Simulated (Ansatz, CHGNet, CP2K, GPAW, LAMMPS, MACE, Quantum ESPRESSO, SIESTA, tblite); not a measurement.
## Amorphous SiO1.9 (78 atoms) in tblite

Aim: run amorphous SiO1.9 (78 atoms) in tblite and see how near its forces come to a plane-wave reference, and at what cost.

Calculated with tblite 0.8.0; the method is named at each step.

## 1. The structure

The cell holds 78 atoms: 27 Si and 51 O. Its edges and angles: a = 10.502 Å, b = 10.502 Å, c = 10.502 Å, α = 90.0°, β = 90.0°, γ = 90.0°. 78 atoms (27 Si, 51 O) placed at random at 2.26 g/cm³, melted at 5000 K for 10 ps at fixed volume with the Tersoff Si-O potential (Munetoh et al., Comput. Mater. Sci. 39, 334 (2007)). Quenched from 5000 K to 500 K at 20 K/ps and fixed volume, annealed at 2000 K for 50 ps, held 5 ps.

The yardstick, on the same geometry:

| Property | Result |
| --- | --- |
| method | Kohn-Sham DFT, PBE, PAW, plane waves (Ansatz 0.2.0); cutoff 420 eV, Γ point, fermi-dirac smearing of 0.05 eV; PAW set soft_2 |
| r.m.s. force component | 1.36 eV/Å |
| longest force | 4.969 eV/Å |
| pressure | -1.152 GPa |
| SCF cycles | 20 |
| time | 21 s on 4 threads of Arm Neoverse V1, shared host |
| CPU time | 82 s |

## 2. GFN2-xTB

Method: GFN2-xTB tight binding, diagonalisation.

The input, run.py:

```python
import numpy as np
from ase.io import read
from tblite.ase import TBLite

atoms = read("structure.xyz")
atoms.calc = TBLite(method="GFN2-xTB", electronic_temperature=580, accuracy=1.0, max_iterations=250, mixer_damping=0.4, verbosity=1)
energy = atoms.get_potential_energy()
forces = atoms.get_forces()
print(f"energy {energy:.6f} eV")
print("forces (eV/A)")
for i, (a, f) in enumerate(zip(atoms, forces)):
    print(f"{i:4d} {a.symbol:2s} {f[0]:10.5f} {f[1]:10.5f} {f[2]:10.5f}")
stress = -atoms.get_stress(voigt=False) * 160.21766
print("stress (GPa, compression positive)")
for row in stress:
    print(" ".join(f"{x:10.4f}" for x in row))
print("charges (e)")
print(np.array2string(atoms.get_charges(), precision=4, suppress_small=True, max_line_width=110, threshold=100000))
```

The input, structure.xyz:

```xyz
78
Lattice="10.50180 0.00000 0.00000 0.00000 10.50180 0.00000 0.00000 0.00000 10.50180" Properties=species:S:1:pos:R:3 pbc="T T T"
Si 1.46490 7.10877 3.02116
Si 2.79516 7.75400 0.25446
Si 4.48154 3.50319 9.10433
Si 1.43098 1.28742 3.22374
Si 8.32971 0.05997 10.36748
Si 0.90547 10.46294 0.34771
Si 9.50024 8.35345 6.15679
Si 1.56109 5.09726 5.52941
Si 8.87633 7.58293 3.16640
Si 7.75852 5.81432 0.77934
Si 4.76488 0.63536 8.35292
Si 9.11934 5.52174 5.05693
Si 7.91311 7.92529 8.79095
Si 3.75649 3.23844 4.23244
Si 9.82548 3.61010 2.47118
Si 1.90933 1.96415 8.49144
Si 8.27941 0.93088 5.61237
Si 7.30348 10.27696 2.79768
Si 8.90826 3.15243 9.94037
Si 3.17690 6.16739 8.00048
Si 4.65597 8.57829 6.61697
Si 5.01829 9.83809 0.78165
Si 10.03888 3.30345 6.91838
Si 4.98468 4.59118 1.51478
Si 6.48570 5.98141 6.66182
Si 5.86273 2.80986 6.61844
Si 1.91910 9.30659 5.18285
O 9.11850 7.27260 4.83188
O 4.32433 4.24525 3.01832
O 7.23122 1.86554 6.54714
O 7.54470 9.31972 9.57029
O 4.88323 2.62156 5.27663
O 8.12188 6.90819 10.21678
O 0.57770 8.85207 6.11898
O 1.58640 0.55586 1.80536
O 5.62214 7.34328 6.09724
O 2.09448 8.29212 3.92400
O 8.50289 1.53515 9.68791
O 2.30735 6.99577 1.61507
O 4.20219 4.97838 8.39251
O 0.97121 2.53177 7.33824
O 7.96372 4.35919 0.03760
O 10.48678 7.68942 2.66147
O 8.36174 6.35873 2.22313
O 9.81855 10.01788 0.31789
O 5.16815 9.97104 7.26378
O 6.84875 6.78017 8.07126
O 9.38588 3.62270 8.36846
O 2.63228 6.70897 9.47903
O 3.44491 9.20913 5.68567
O 5.83816 4.48868 6.96553
O 1.31766 0.11762 4.36444
O 0.93897 1.14753 9.69726
O 9.40111 2.10803 5.90096
O 7.69803 5.28094 5.75730
O 0.31075 2.55110 3.25860
[... 18 atom lines left out ...]
O 7.64878 8.76165 3.20168
O 5.79983 10.30752 2.13460
O 1.79780 9.07461 10.33892
O 5.14494 2.23940 8.05719
```

Run with:

```bash
$ OMP_NUM_THREADS=1 python run.py > output.txt
```

The log of the run:

```text
------------------------------------------------------------
  cycle        total energy    energy error   density error
------------------------------------------------------------
      1     -245.4080599039  -2.4654599E+02   5.2115618E-01
      2     -254.0147061536  -8.6066462E+00   3.5485537E-01
      3     -255.4519259931  -1.4372198E+00   2.2998323E-01
      4     -256.6936847080  -1.2417587E+00   1.9210273E-01
      5     -256.7524039460  -5.8719238E-02   1.8895860E-01
      6     -257.1975292331  -4.4512529E-01   1.1503152E-01
      7     -256.9644641483   2.3306508E-01   1.3724031E-01
      8     -256.9172247707   4.7239378E-02   1.4219925E-01
      9     -257.3070282343  -3.8980346E-01   7.2780552E-02
     10     -257.2992571202   7.7711141E-03   7.6105857E-02
     11     -257.2994306665  -1.7354632E-04   7.2473783E-02
     12     -257.3714667564  -7.2036090E-02   2.9142748E-02
     13     -257.3674880610   3.9786955E-03   4.0962935E-02
     14     -257.3792109301  -1.1722869E-02   2.7622277E-02
     15     -257.3820850608  -2.8741307E-03   2.1055508E-02
     16     -257.3838646323  -1.7795715E-03   1.7433078E-02
     17     -257.3874831255  -3.6184932E-03   8.7603344E-03
     18     -257.3859345049   1.5486205E-03   1.3539842E-02
     19     -257.3873415162  -1.4070113E-03   9.0655647E-03
     20     -257.3880670022  -7.2548601E-04   5.9394668E-03
     21     -257.3880993965  -3.2394271E-05   6.1967959E-03
     22     -257.3885701089  -4.7071245E-04   2.1306399E-03
     23     -257.3886322149  -6.2105965E-05   5.8250434E-04
     24     -257.3886324546  -2.3969790E-07   5.4843055E-04
     25     -257.3886357186  -3.2640072E-06   2.0651320E-04
     26     -257.3886363102  -5.9164086E-07   8.9056193E-05
     27     -257.3886361305   1.7974480E-07   1.5623588E-04
     28     -257.3886363628  -2.3229262E-07   8.1686958E-05
     29     -257.3886364605  -9.7677855E-08   1.7908118E-05
------------------------------------------------------------
 total:                                   6.329 sec
energy -7003.901545 eV
forces (eV/A)
   0 Si    1.25965    0.20326   -0.47432
   1 Si   -2.46026    0.22022   -1.40531
   2 Si   -0.61171    1.64887    2.65581
   3 Si    0.12387    1.59897    0.19382
   4 Si    1.46616   -0.00081    1.98400
   5 Si    1.55363   -0.93264   -0.43174
   6 Si    0.96254    2.94629    0.08284
   7 Si    1.99441    0.67635   -1.41726
   8 Si   -0.13285    0.56027   -2.12519
   9 Si   -1.93471   -1.18251    0.92140
  10 Si   -2.28509   -1.84440    1.34499
  11 Si    1.22494   -0.55675   -1.79407
  12 Si   -1.11205   -3.28898    1.78345
  13 Si   -0.79879   -0.36579   -1.18721
  14 Si   -2.28874   -2.53080    0.00270
  15 Si   -0.58731   -2.72067    2.04235
  16 Si   -0.19597   -0.03281   -0.39653
  17 Si    0.31646    1.18941   -0.00103
  18 Si    1.27606    0.77393    1.40573
  19 Si    1.01295    1.78251    2.66711
  20 Si   -1.77189   -1.61033    1.09106
  21 Si   -3.00420    1.72210    0.61933
  22 Si    0.27791   -3.27665    0.18708
  23 Si   -2.69425    2.33057    0.15576
[...]
70 O     1.18290   -1.41963   -0.95936
  71 O     0.20990    1.04915   -1.55834
  72 O     0.19629   -0.13059    0.48310
  73 O     0.92791    0.79855    0.78964
  74 O     2.16273   -1.64255    0.07119
  75 O    -0.08677   -1.00897    0.27288
  76 O    -0.83040    0.77057    1.19730
  77 O     1.20464    0.99347   -0.26638
stress (GPa, compression positive)
   -1.1401     1.1143    -1.4629
    1.1143    -7.2282    -1.9982
   -1.4629    -1.9982    -7.2704
charges (e)
[ 0.6306  0.5991  0.6446  0.6117  0.6628  0.6092  0.6457  0.6598  0.6552  0.6319  0.6559  0.6047  0.6623
  0.6147  0.459   0.6496  0.6446  0.6281  0.6476  0.6429  0.6521  0.4363  0.6386  0.4195  0.657   0.6522
  0.634  -0.3648 -0.2776 -0.354  -0.2914 -0.312  -0.3223 -0.3254 -0.2898 -0.3482 -0.358  -0.2995 -0.2716
 -0.3402 -0.3279 -0.314  -0.3431 -0.3325 -0.352  -0.3495 -0.3446 -0.3185 -0.3173 -0.2957 -0.3455 -0.3235
 -0.3483 -0.3244 -0.346  -0.339  -0.345  -0.295  -0.3539 -0.3465 -0.3483 -0.3143 -0.3168 -0.3399 -0.3419
 -0.3415 -0.3083 -0.2948 -0.3335 -0.2633 -0.379  -0.3887 -0.2997 -0.31   -0.338  -0.2796 -0.3314 -0.3033]
```

The job ended after 7 s (1 thread of Arm Neoverse V1, shared host; peak memory 0.12 GiB).

Banners, paths, timers and routine set-up lines are dropped from the logs unmarked, and long logs keep their key lines alone; longer cuts are marked.

Compared with the plane-wave run:

```
r.m.s. force component                  : 1.202 eV/Å
r.m.s. difference of force components   : 496.1 meV/Å
longest difference of force vectors     : 2072 meV/Å
force difference over r.m.s. force      : 36.47 %
slope of forces against the reference's : 0.8238
correlation of force components         : 0.9324
pressure                                : -5.213 GPa
pressure difference                     : -4.061 GPa
```

Length of the force difference by element (eV/Å):

| element | atoms | mean | most |
| --- | --- | --- | --- |
| O | 51 | 0.59 | 1.7 |
| Si | 27 | 1.1 | 2.1 |

The surroundings of Si15, which has 3 bonded neighbours where the commonest count for Si is 4, nearest first, numbered as they follow in the input and with coordinates relative to it.

```
atom      x      y      z  distance (Å)  bonds  Mulliken charge (e)     Fx     Fy  Fz (eV/Å)
Si15   0.00   0.00   0.00          0.00      3                 0.46  -2.29  -2.53       0.00
 O56   0.99  -1.06   0.79          1.65      2                -0.34   1.15  -0.75      -0.24
 O64  -0.63   1.16   1.02          1.67      2                -0.34   1.13   0.08       3.23
 O61   0.05  -0.02  -1.68          1.68      2                -0.35   1.59  -1.44      -0.49
 O44  -1.46   2.75  -0.25          3.12      2                -0.33  -0.28   1.69      -0.39
 O42  -1.86   0.75  -2.43          3.15      2                -0.31  -1.32   0.03      -1.36
Si19  -0.92  -0.46  -3.03          3.20      4                 0.65   1.28   0.77       1.41
 Si4   2.11  -2.32   0.75          3.23      4                 0.61   0.12   1.60       0.19
Si12  -0.71   1.91   2.59          3.29      4                 0.60   1.22  -0.56      -1.79
```

Atoms are counted from 1 here, from 0 in the log.

Forces lie 36 % from the reference's, at 0.086 times its CPU time (on 1 against 4 cores).

## 3. GFN1-xTB

Method: GFN1-xTB tight binding, diagonalisation.

run.py, as its differences from that of step 2:

```diff
@@ -5,3 +5,3 @@
 atoms = read("structure.xyz")
-atoms.calc = TBLite(method="GFN2-xTB", electronic_temperature=580, accuracy=1.0, max_iterations=250, mixer_damping=0.4, verbosity=1)
+atoms.calc = TBLite(method="GFN1-xTB", electronic_temperature=580, accuracy=1.0, max_iterations=250, mixer_damping=0.4, verbosity=1)
 energy = atoms.get_potential_energy()
```

structure.xyz is that of step 2.

The log of the run:

```text
------------------------------------------------------------
  cycle        total energy    energy error   density error
------------------------------------------------------------
      1     -273.3032662981  -2.7445880E+02   1.0253199E+00
      2     -281.4349724275  -8.1317061E+00   7.3773469E-01
      3     -289.5629086142  -8.1279362E+00   4.5371448E-01
      4     -291.4952797025  -1.9323711E+00   1.7802938E-01
      5     -294.0367267275  -2.5414470E+00   1.0251388E-01
      6     -294.1805456714  -1.4381894E-01   8.3270581E-02
[...]
18     -294.4337431661  -4.2133036E-07   3.5362794E-05
     19     -294.4337431678  -1.6268018E-09   2.3555582E-05
     20     -294.4337432029  -3.5132643E-08   1.3574199E-05
------------------------------------------------------------
 total:                                   2.916 sec
energy -8011.950245 eV
forces (eV/A)
   0 Si    1.27013   -0.25149   -0.88131
   1 Si   -2.38404   -1.01609   -1.73596
   2 Si    0.12103    1.36890    2.30808
   3 Si    0.35719    1.20231    0.52743
   4 Si    0.63277   -0.09292    1.56937
   5 Si    1.32054   -1.37733   -0.77272
[...]
75 O     0.46040   -1.39140    0.65453
  76 O    -0.87575    0.82850    1.75007
  77 O     1.10659    0.84626   -0.16144
stress (GPa, compression positive)
    6.9532     1.5948    -1.5983
    1.5948     0.7235    -1.5911
   -1.5983    -1.5911     1.7776
charges (e)
[ 0.4769  0.4649  0.5071  0.4621  0.5031  0.4729  0.5009  0.5131  0.5223  0.4669  0.5119  0.5109  0.5097
  0.468   0.279   0.4856  0.4964  0.4702  0.4967  0.4851  0.4893  0.3106  0.5071  0.1577  0.5028  0.5105
  0.4849 -0.1839 -0.2408 -0.2601 -0.2235 -0.2421 -0.2574 -0.2534 -0.2368 -0.2695 -0.2696 -0.236  -0.2336
 -0.2415 -0.237  -0.2544 -0.2577 -0.2374 -0.2648 -0.2368 -0.2671 -0.2423 -0.2663 -0.2287 -0.2553 -0.2503
 -0.268  -0.2514 -0.2417 -0.252  -0.1731 -0.2565 -0.2641 -0.2579 -0.2743 -0.2377 -0.2423 -0.2608 -0.2513
 -0.2646 -0.2313 -0.2484 -0.2554 -0.2172 -0.2827 -0.2773 -0.2282 -0.2548 -0.2405 -0.2428 -0.2832 -0.1627]
```

Run time: 3.6 s. Hardware: 1 thread; peak memory 0.12 GiB.

Compared with the plane-wave run:

| Property | Result |
| --- | --- |
| r.m.s. force component | 1.386 eV/Å |
| r.m.s. difference of force components | 737.1 meV/Å |
| longest difference of force vectors | 4137 meV/Å |
| force difference over r.m.s. force | 54.18 % |
| slope of forces against the reference's | 0.8723 |
| correlation of force components | 0.8561 |
| pressure | 3.151 GPa |
| pressure difference | 4.303 GPa |

Against the first run (36 %), the force difference from the reference is 54 %, at 0.52 times the CPU time (20 SCF steps against 29).

## 4. All runs compared

Differences are against the plane-wave reference, forces as r.m.s. over components; share is that over the reference's r.m.s. force, slope the least-squares factor from reference forces to these. Total energies of different programs have different zeros and aren't compared.

| run | Δ force, r.m.s. (meV/Å) | share (%) | slope | Δ pressure (GPa) | cores | CPU time | memory (GiB) |
| --- | --- | --- | --- | --- | --- | --- | --- |
| reference | - | - | - | - | 4 | 82 s | 1.2 |
| tblite GFN2-xTB | 496 | 36.5 | 0.824 | -4.06 | 1 | 7 s | 0.12 |
| tblite GFN1-xTB | 737 | 54.2 | 0.872 | 4.30 | 1 | 3.6 s | 0.12 |

CPU time is summed over cores on a shared host, where runs went side by side, so it is rough. Symmetry, cutoffs, thresholds, outputs and thread counts weren't matched or tuned between programs; memory under MPI is the largest rank's times the ranks.

Mean charges by element (e), by run and scheme:

| run | scheme | Si | O |
| --- | --- | --- | --- |
| reference | Löwdin | +1.66 | -0.77 |
| tblite GFN2-xTB | Mulliken | +0.62 | -0.33 |
| tblite GFN1-xTB | Mulliken | +0.47 | -0.25 |

The reference's Löwdin charges lack the electrons that the projection spills, 0.074 e an atom on average.

## 5. Outcome

```
nearest in forces : tblite GFN2-xTB, 36 %
its CPU time      : 7 s
```

What this shows: Tight binding differs by 36 % (tblite GFN2-xTB) to 54 % (tblite GFN1-xTB); it is another model, with fitted parameters of its own, and the xTB methods hold dispersion. Of the electronic-structure runs that take under half the reference's CPU time, tblite GFN2-xTB comes nearest, at 36 % in 7 s against 82 s; its pressure misses by -4.1 GPa. Charges hang on model, scheme and program or settings: among these rows the mean for Si runs from +0.47 to +1.66 e. Periodic xTB results under one method name differ between programs and library versions. The quench rate of 20 K/ps is many orders above laboratory rates, so the cell is likely richer in defects and strain than a real sample. The network of bonds at the start is that of the classical potential that made the cell, and needn't be the one that DFT or experiment would give. The reference's stress is far from hydrostatic: its diagonal is 2.8, -3.6, -2.6 GPa, compression counted positive. The electronic-structure runs sample only Γ, in a cell whose shortest periodic width is 11 Å, which is coarse for a cell with partly filled levels.

[Also dropped from logs without a mark: logging warnings of Python, and SIESTA's first energy breakdown and zero terms.]

[Logs are printed without paths, hosts, clocks, repeated set-up lines and the standing remarks that a program may print on its own settings, such as how far it seeks lower states.]

[Hosts, paths, dates, database ids (printed as entryN), source tags and the programs' standing remarks are cut or masked in the printed files.]
